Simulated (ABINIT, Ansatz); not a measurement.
**KCaCl3 (Pm-3m): G0W0 on several meshes in ABINIT**

How does the mesh move the gap of KCaCl3 (Pm-3m)?

Main program and level: ABINIT 10.8.3; PBEsol and many-body steps on it, plane waves.

Report form: the programs' logs are mostly left out.

## Step 1: Starting point

Symmetry: Pm-3m, No. 221, cubic system. The conventional cell has a = 5.394 Å, b = 5.394 Å, c = 5.394 Å, α = 90.00°, β = 90.00°, γ = 90.00°. Nearest to K lie 12 Cl at 3.81 Å. Ca has 6 Cl at 2.70 Å nearest. Nearest to Cl lie 2 Ca at 2.70 Å and 4 K at 3.81 Å. Farther neighbours and most contacts between anions are not listed.

As a file:

```cif
data_structure
_symmetry_space_group_name_H-M 'P 1'
_symmetry_Int_Tables_number 1
_cell_length_a 5.3935
_cell_length_b 5.3935
_cell_length_c 5.3935
_cell_angle_alpha 90.000
_cell_angle_beta 90.000
_cell_angle_gamma 90.000
_cell_volume 156.90
loop_
_atom_site_label
_atom_site_type_symbol
_atom_site_fract_x
_atom_site_fract_y
_atom_site_fract_z
_atom_site_occupancy
K1 K 0.00000 0.00000 0.00000 1
Ca2 Ca 0.50000 0.50000 0.50000 1
Cl3 Cl 0.00000 0.50000 0.50000 1
Cl4 Cl 0.50000 0.00000 0.50000 1
Cl5 Cl 0.50000 0.50000 0.00000 1
```

The cell and positions are those that the Materials Project relaxed with its own functionals (PBE, PBE+U or r2SCAN), kept fixed.

## Step 2: Empty states on the mesh, 2×2×2 mesh, 300 bands

This step: ABINIT 10.8.3; DFT, PBEsol, plane waves, norm-conserving pseudopotentials.

The sums over transitions need many empty states on a uniform mesh; this step solves for them.

run.abi

```
acell 3*1.0 Angstrom
rprim 
  5.393523000000 0.000000000000 0.000000000000
  0.000000000000 5.393523000000 0.000000000000
  0.000000000000 0.000000000000 5.393523000000
ntypat 3
znucl 19 20 17
natom 5
typat 1 2 3 3 3
xred 
  0.000000000000 0.000000000000 0.000000000000
  0.500000000000 0.500000000000 0.500000000000
  0.000000000000 0.500000000000 0.500000000000
  0.500000000000 0.000000000000 0.500000000000
  0.500000000000 0.500000000000 0.000000000000
pp_dirpath "pseudos"
pseudos "K.upf, Ca.upf, Cl.upf"
ecut 33
ngkpt 2 2 2
nshiftk 1
shiftk 0 0 0
kptopt 1
chksymbreak 0
iscf -2
irdden 1
istwfk *1
nband 300
nbdbuf 26
tolwfr 1e-09
nstep 60
prtvol 0
indata_prefix "in"
outdata_prefix "out"
tmpdata_prefix "tmp"
```

On the command line:

```bash
$ OMP_NUM_THREADS=1 mpirun -n 4 abinit run.abi > log
```

Wall time 4 min (4 MPI ranks of Arm Neoverse N1, shared host); peak memory 0.55 GiB; 16 min of CPU time.

Numbers from this step:

- gap: 4.647 eV
- k of the valence top: 0.5, 0.5, 0.5
- k of the conduction bottom: 0, 0, 0
- least direct gap: 4.936 eV
- k points computed: 4
- lowest point of the top converged band, above the valence top: 74.1369 eV

On this mesh the gap is 4.647 eV.

The density comes from a self-consistent run that is not shown.

## Step 3: Screening, 2×2×2 mesh, 123 bands, screening to 114.3 eV

The RPA dielectric matrix is built and inverted for each q.

This step: RPA screening on PBEsol, plane waves, norm-conserving pseudopotentials.

run.abi: that of step 2 with these lines changed.

```diff
@@ -23,10 +23,11 @@
 chksymbreak 0
-iscf -2
-irdden 1
 istwfk *1
-nband 300
-nbdbuf 26
-tolwfr 1e-09
-nstep 60
-prtvol 0
+occopt 1
+irdwfk 1
+optdriver 3
+nband 123
+ecuteps 4.2
+inclvkb 2
+awtr 1
+symchi 1
 indata_prefix "in"
```

Wall time 49 s (4 MPI ranks); peak memory 1.2 GiB.

Numbers from this step:

```yaml
eps_infinity_with_local_fields_on_this_mesh_along_the_program_s_q_direction: 2.548
the_same_without_local_fields: 2.996
plasma_frequency: 18.75 eV
plane_waves_in_the_screening_matrix: 461
```

Local fields lower ε∞ by 15 %. On a Γ-centred mesh this coarse the value itself is usually too large, while a short band sum pulls it down.

## Step 4: 2×2×2

The self-energy is evaluated for the states that the input lists, and the levels follow from it, in one-shot runs by the linearised quasiparticle equation.

This step: G0W0 on PBEsol, plane waves, norm-conserving pseudopotentials.

run.abi: that of step 3 with these lines changed.

```diff
@@ -26,8 +26,17 @@
 irdwfk 1
-optdriver 3
+optdriver 4
 nband 123
+gwcalctyp 0
+ecutsigx 33
+symsigma 1
+nkptgw 2
+kptgw 
+  0.5000000000 0.5000000000 0.5000000000
+  0.0000000000 0.0000000000 0.0000000000
+bdgw 
+  18 24
+  18 24
 ecuteps 4.2
-inclvkb 2
-awtr 1
-symchi 1
+irdscr 1
+ppmodel 1
 indata_prefix "in"
```

Run time: 37 s. Hardware: 4 MPI ranks; peak memory 1.3 GiB.

This step gave:

- G0W0 gap on the points computed: 7.069 eV
- starting gap on the mesh: 4.647 eV
- k of the valence top: 0.5, 0.5, 0.5
- k of the conduction bottom: 0, 0, 0
- Z at the valence top: 0.805
- Z at the conduction bottom: 0.869
- least direct G0W0 gap on the computed points: 7.37 eV

The gap on the mesh goes from 4.65 eV to 7.07 eV, a correction of +2.42 eV.

## Step 5: Empty states on the mesh, 4×4×4 mesh, 135 bands

This step: DFT, PBEsol, plane waves, norm-conserving pseudopotentials.

run.abi: that of step 4 with these lines changed.

```diff
@@ -18,3 +18,3 @@
 ecut 33
-ngkpt 2 2 2
+ngkpt 4 4 4
 nshiftk 1
@@ -23,20 +23,10 @@
 chksymbreak 0
+iscf -2
+irdden 1
 istwfk *1
-occopt 1
-irdwfk 1
-optdriver 4
-nband 123
-gwcalctyp 0
-ecutsigx 33
-symsigma 1
-nkptgw 2
-kptgw 
-  0.5000000000 0.5000000000 0.5000000000
-  0.0000000000 0.0000000000 0.0000000000
-bdgw 
-  18 24
-  18 24
-ecuteps 4.2
-irdscr 1
-ppmodel 1
+nband 135
+nbdbuf 12
+tolwfr 1e-09
+nstep 60
+prtvol 0
 indata_prefix "in"
```

Elapsed: 3.4 min, on 4 MPI ranks; peak memory 0.56 GiB; 14 min of CPU time.

This step gave:

* gap: 4.647 eV
* k of the valence top: 0.5, 0.5, 0.5
* k of the conduction bottom: 0, 0, 0
* least direct gap: 4.936 eV
* k points computed: 10
* lowest point of the top converged band, above the valence top: 39.19 eV

On this mesh the gap is 4.647 eV.

## Step 6: Screening, 4×4×4 mesh, 123 bands, screening to 114.3 eV

This step: RPA screening on PBEsol, plane waves, norm-conserving pseudopotentials.

run.abi: that of step 5 with these lines changed.

```diff
@@ -23,10 +23,11 @@
 chksymbreak 0
-iscf -2
-irdden 1
 istwfk *1
-nband 135
-nbdbuf 12
-tolwfr 1e-09
-nstep 60
-prtvol 0
+occopt 1
+irdwfk 1
+optdriver 3
+nband 123
+ecuteps 4.2
+inclvkb 2
+awtr 1
+symchi 1
 indata_prefix "in"
```

Run time: 5.8 min. Hardware: 4 MPI ranks; peak memory 2.2 GiB.

This step gave:

| Property | Result |
| --- | --- |
| ε∞ with local fields, on this mesh, along the program's q direction | 2.418 |
| the same without local fields | 2.856 |
| plasma frequency | 18.75 eV |
| plane waves in the screening matrix | 461 |

## Step 7: 4×4×4

This step: G0W0 on PBEsol, plane waves, norm-conserving pseudopotentials.

run.abi: that of step 6 with these lines changed.

```diff
@@ -26,8 +26,17 @@
 irdwfk 1
-optdriver 3
+optdriver 4
 nband 123
+gwcalctyp 0
+ecutsigx 33
+symsigma 1
+nkptgw 2
+kptgw 
+  0.5000000000 0.5000000000 0.5000000000
+  0.0000000000 0.0000000000 0.0000000000
+bdgw 
+  18 24
+  18 24
 ecuteps 4.2
-inclvkb 2
-awtr 1
-symchi 1
+irdscr 1
+ppmodel 1
 indata_prefix "in"
```

It took 84 s on 4 MPI ranks; peak memory 2.2 GiB.

Numbers from this step:

```yaml
g0w0_gap_on_the_points_computed: 7.189 eV
starting_gap_on_the_mesh: 4.647 eV
k_of_the_valence_top: 0.5, 0.5, 0.5
k_of_the_conduction_bottom: 0, 0, 0
z_at_the_valence_top: 0.804
z_at_the_conduction_bottom: 0.869
least_direct_g0w0_gap_on_the_computed_points: 7.468 eV
```

Against G0W0 in ABINIT (2×2×2 mesh, 123 bands, screening to 114.3 eV, Godby-Needs plasmon pole), the gap moves by +0.120 eV.

## Step 8: The runs together

Times are wall times on 4 MPI ranks of Arm Neoverse N1, shared host, good to a factor of about two. A run's time includes the screening step that it read.

| run | mesh | bands | screening cutoff (eV) | DFT gap (eV) | gap on the mesh (eV) | direct (eV) | ε∞ used | time |
| --- | --- | --- | --- | --- | --- | --- | --- | --- |
| 2×2×2 | 2×2×2 | 123 | 114.3 | 4.647 | 7.069 | 7.370 | 2.55 | 86 s |
| 4×4×4 | 4×4×4 | 123 | 114.3 | 4.647 | 7.189 | 7.468 | 2.42 | 7.2 min |

## Step 9: Results

| Item | Value |
| --- | --- |
| 2×2×2 | 7.069 eV |
| 4×4×4 | 7.189 eV |
| known limits | not at the basis limit; coarse k mesh |

In words: 4×4×4: +0.120 eV against 2×2×2. Bands and cutoff are finite, so the gap is not at the basis limit. The miss can reach some tenths of an eV and take either sign; the mesh is an error of its own. In the G0W0 runs levels were corrected at 2 k points alone, so a gap called «on the mesh» is the least over those, and an edge elsewhere would be missed. The 2×2×2 mesh is coarse for this cell, which bears on the long-range parts of exchange and screening. This is the ideal cubic cell; many perovskites, halides above all, are cubic only on average, and local tilts or off-centring can widen the gap.

[Paths, hosts, dates, memory and timing lines, banners, echoed tables and standing remarks are left out of the program output.]

[Logs are printed without paths, hosts, clocks, repeated set-up lines and the standing remarks that a program may print on its own settings, such as how far it seeks lower states.]

[Runs of the session that timed out or met a known fault of the program may be left out.]

[Hosts, paths, dates, database ids (printed as entryN), source tags and the programs' standing remarks are cut or masked in the printed files.]

[G0W0 gaps are taken among the corrected bands and points alone; a level outside them can change the order at an edge.]

[Where Ansatz stands beside ABINIT at settings called matched, ABINIT's density can come from a denser mesh and the files from another edition; pairs whose starting gaps differed by over 0.03 eV were left out, so agreement reads better than it is.]
